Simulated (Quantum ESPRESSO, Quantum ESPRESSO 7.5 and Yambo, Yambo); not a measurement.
# CdTe (F-43m): G0W0 on several meshes in Yambo

Aim: the GW shift of CdTe (F-43m) against the k mesh.

Program: Quantum ESPRESSO 7.5 and Yambo 5.3.0. Level of theory: PBE and many-body steps on it, plane waves. Results are calculated unless marked as measured.

Most raw output is cut from this account.

The database entry behind the starting cell differs from later determinations by our own check (an axis about 1.1 % short against later determinations), so it need not match the best structure at ambient conditions.

### 1. The structure

Symmetry: F-43m, No. 216, cubic system. The conventional cell has a = 6.410 Å, b = 6.410 Å, c = 6.410 Å, α = 90.00°, β = 90.00°, γ = 90.00°. Cd has 4 Te at 2.78 Å nearest. Nearest to Te lie 4 Cd at 2.78 Å. Farther neighbours and most contacts between anions are not listed.

Coordinates:

```cif
data_structure
_symmetry_space_group_name_H-M 'P 1'
_symmetry_Int_Tables_number 1
_cell_length_a 4.5326
_cell_length_b 4.5326
_cell_length_c 4.5326
_cell_angle_alpha 60.000
_cell_angle_beta 60.000
_cell_angle_gamma 60.000
_cell_volume 65.84
loop_
_atom_site_label
_atom_site_type_symbol
_atom_site_fract_x
_atom_site_fract_y
_atom_site_fract_z
_atom_site_occupancy
Cd1 Cd 0.00000 0.00000 0.00000 1
Te2 Te 0.25000 0.25000 0.25000 1
```

The cell and positions come from the Crystallography Open Database and are kept as given unless a step says otherwise. Spin-orbit coupling is left out unless a step names it.

### 2. Empty states on the mesh, 4×4×4 mesh, 444 bands

This step: Quantum ESPRESSO 7.5; DFT, PBE, plane waves, norm-conserving pseudopotentials.

The sums over transitions need many empty states on a uniform mesh; this step solves for them.

The input, pw.in:

```
&control
  calculation = 'nscf'
  prefix = 'x'
  outdir = 'o'
  pseudo_dir = 'pseudo'
/
&system
  ibrav = 0
  nat = 2
  ntyp = 2
  ecutwfc = 94.0
  nbnd = 444
  force_symmorphic = .true.
/
&electrons
  conv_thr = 1e-9
  electron_maxstep = 80
  diago_full_acc = .true.
  diago_thr_init = 5e-6
/
ATOMIC_SPECIES
  Cd 112.41 Cd.upf
  Te 127.6 Te.upf
CELL_PARAMETERS angstrom
  -0.0000000000 3.2050000000 3.2050000000
  3.2050000000 -0.0000000000 3.2050000000
  3.2050000000 3.2050000000 -0.0000000000
ATOMIC_POSITIONS crystal
  Cd 0.0000000000 0.0000000000 0.0000000000
  Te 0.2500000000 0.2500000000 0.2500000000
K_POINTS automatic
  4 4 4 0 0 0
```

The run is started by

```console
> OMP_NUM_THREADS=1 mpirun -n 8 pw.x -nk 4 -in pw.in > pw.out
```

Elapsed: 73 s, on 8 MPI ranks of Arm Neoverse V1, shared host; peak memory 1.6 GiB; 9.7 min of CPU time.

Numbers from this step:

```
gap                                                           : 0.8701 eV
k of the valence top                                          : 0, 0, 0
k of the conduction bottom                                    : 0, 0, 0
least direct gap                                              : 0.8701 eV
k points computed                                             : 8
lowest point of the top converged band, above the valence top : 187.3421 eV
```

On this mesh the gap is 0.870 eV.

The density comes from a self-consistent run that is not shown.

### 3. Conversion and set-up

This step: Yambo 5.3.0; conversion and set-up on PBE, plane waves, norm-conserving pseudopotentials.

The states are converted to the many-body program's format and the q mesh is built.

The run is started by

```console
> (cd o/x.save; p2y > p2y.log; mv SAVE ../..); yambo > setup.log
```

It took 3.8 s on 1 MPI rank; peak memory 0.26 GiB.

### 4. 4×4×4

G0W0 replaces the xc potential by the self-energy, built once from these orbitals. Only a window of levels is corrected, while the sums run over the empty bands that the input names.

This step: G0W0 on PBE, plane waves, norm-conserving pseudopotentials.

The input, gw2.in:

```
HF_and_locXC
gw0
dyson
ppa
em1d
rim_cut
RandQpts= 1000000
RandGvec= 1 RL
EXXRLvcs= 94 Ry
VXCRLvcs= 376 Ry
Chimod= "HARTREE"
% BndsRnXp
 1 | 194 |
%
NGsBlkXp= 15.5 Ry
% LongDrXp
 1 | 1 | 1 |
%
% GbndRnge
 1 | 194 |
%
DysSolver= "n"
ExtendOut
PPAPntXp= 27.21138 eV
% QPkrange
 1 | 1 | 21 | 24 |
%
```

The run is started by

```console
> OMP_NUM_THREADS=1 mpirun -n 8 yambo -F gw2.in -J gw2 -C gw2 > gw2.log
```

The job ended after 6.7 min (8 MPI ranks; peak memory 4.9 GiB).

Numbers from this step:

```yaml
g0w0_gap_on_the_points_computed: 1.676 eV
starting_gap_on_the_mesh: 0.8701 eV
k_of_the_valence_top: 0, 0, 0
k_of_the_conduction_bottom: 0, 0, 0
least_direct_g0w0_gap_on_the_computed_points: 1.676 eV
z_at_the_valence_top: 0.8013
z_at_the_conduction_bottom: 0.8127
```

The gap on the mesh goes from 0.87 eV to 1.68 eV, a correction of +0.81 eV.

### 5. Empty states on the mesh, 2×2×2 mesh, 194 bands

This step: Quantum ESPRESSO 7.5; DFT, PBE, plane waves, norm-conserving pseudopotentials.

pw.in, as its differences from that of step 2:

```diff
@@ -11,3 +11,3 @@
   ecutwfc = 94.0
-  nbnd = 444
+  nbnd = 194
   force_symmorphic = .true.
@@ -31,2 +31,2 @@
 K_POINTS automatic
-  4 4 4 0 0 0
+  2 2 2 0 0 0
```

The run is started by

```console
> OMP_NUM_THREADS=1 mpirun -n 8 pw.x -nk 4 -in pw.in > pw.out
```

It took 12 s on 8 MPI ranks; peak memory 0.73 GiB.

This step gave:

* gap: 0.8701 eV
* k of the valence top: 0, 0, 0
* k of the conduction bottom: 0, 0, 0
* least direct gap: 0.8701 eV
* k points computed: 3
* lowest point of the top converged band, above the valence top: 96.8509 eV

On this mesh the gap is 0.870 eV.

### 6. Conversion and set-up

This step: Yambo 5.3.0; conversion and set-up on PBE, plane waves, norm-conserving pseudopotentials.

The run is started by

```console
> (cd o/x.save; p2y > p2y.log; mv SAVE ../..); yambo > setup.log
```

The job ended after 3.1 s (1 MPI rank; peak memory 0.26 GiB).

### 7. 2×2×2

This step: G0W0 on PBE, plane waves, norm-conserving pseudopotentials.

The input, gw11.in:

```
HF_and_locXC
gw0
dyson
ppa
em1d
rim_cut
RandQpts= 1000000
RandGvec= 1 RL
EXXRLvcs= 94 Ry
VXCRLvcs= 376 Ry
Chimod= "HARTREE"
% BndsRnXp
 1 | 194 |
%
NGsBlkXp= 15.5 Ry
% LongDrXp
 1 | 1 | 1 |
%
% GbndRnge
 1 | 194 |
%
DysSolver= "n"
ExtendOut
PPAPntXp= 27.21138 eV
% QPkrange
 1 | 1 | 21 | 24 |
%
```

The run is started by

```console
> OMP_NUM_THREADS=1 mpirun -n 8 yambo -F gw11.in -J gw11 -C gw11 > gw11.log
```

Wall time 29 s (8 MPI ranks); peak memory 3.2 GiB.

Numbers from this step:

| Item | Value |
| --- | --- |
| G0W0 gap on the points computed | 1.623 eV |
| starting gap on the mesh | 0.8701 eV |
| k of the valence top | 0, 0, 0 |
| k of the conduction bottom | 0, 0, 0 |
| least direct G0W0 gap on the computed points | 1.623 eV |
| Z at the valence top | 0.8048 |
| Z at the conduction bottom | 0.8151 |

Against G0W0 in Yambo (4×4×4 mesh, 194 bands, screening to 210.9 eV, Godby-Needs plasmon pole), the gap moves by −0.053 eV.

### 8. The runs together

Times are wall times on 8 MPI ranks of Arm Neoverse V1, shared host, good to a factor of about two.

```tsv
run	mesh	bands	screening cutoff (eV)	DFT gap (eV)	gap on the mesh (eV)	direct (eV)	time
4×4×4	4×4×4	194	210.9	0.870	1.676	1.676	6.7 min
2×2×2	2×2×2	194	210.9	0.870	1.623	1.623	29 s
```

### 9. Outcome

| Quantity | Value |
| --- | --- |
| 4×4×4 | 1.676 eV |
| 2×2×2 | 1.623 eV |
| known limits | not at the basis limit; no spin-orbit coupling; coarse k mesh |

2×2×2: −0.053 eV against 4×4×4. Bands and cutoff are finite, so the gap is not at the basis limit. The miss can reach some tenths of an eV and take either sign; the mesh is an error of its own. In the G0W0 runs levels were corrected at 1 k point alone, so a gap called «on the mesh» is the least over those, and an edge elsewhere would be missed. The 4×4×4 mesh is coarse for this cell, which bears on the long-range parts of exchange and screening. The many-body steps are scalar-relativistic: spin-orbit coupling is not in them.

[Paths, hosts, dates, memory and timing lines, banners, echoed tables and standing remarks are left out of the program output.]

[Logs are printed without paths, hosts, clocks, repeated set-up lines and the standing remarks that a program may print on its own settings, such as how far it seeks lower states.]

[Runs of the session that timed out or met a known fault of the program may be left out.]

[Hosts, paths, dates, database ids (printed as entryN), source tags and the programs' standing remarks are cut or masked in the printed files.]
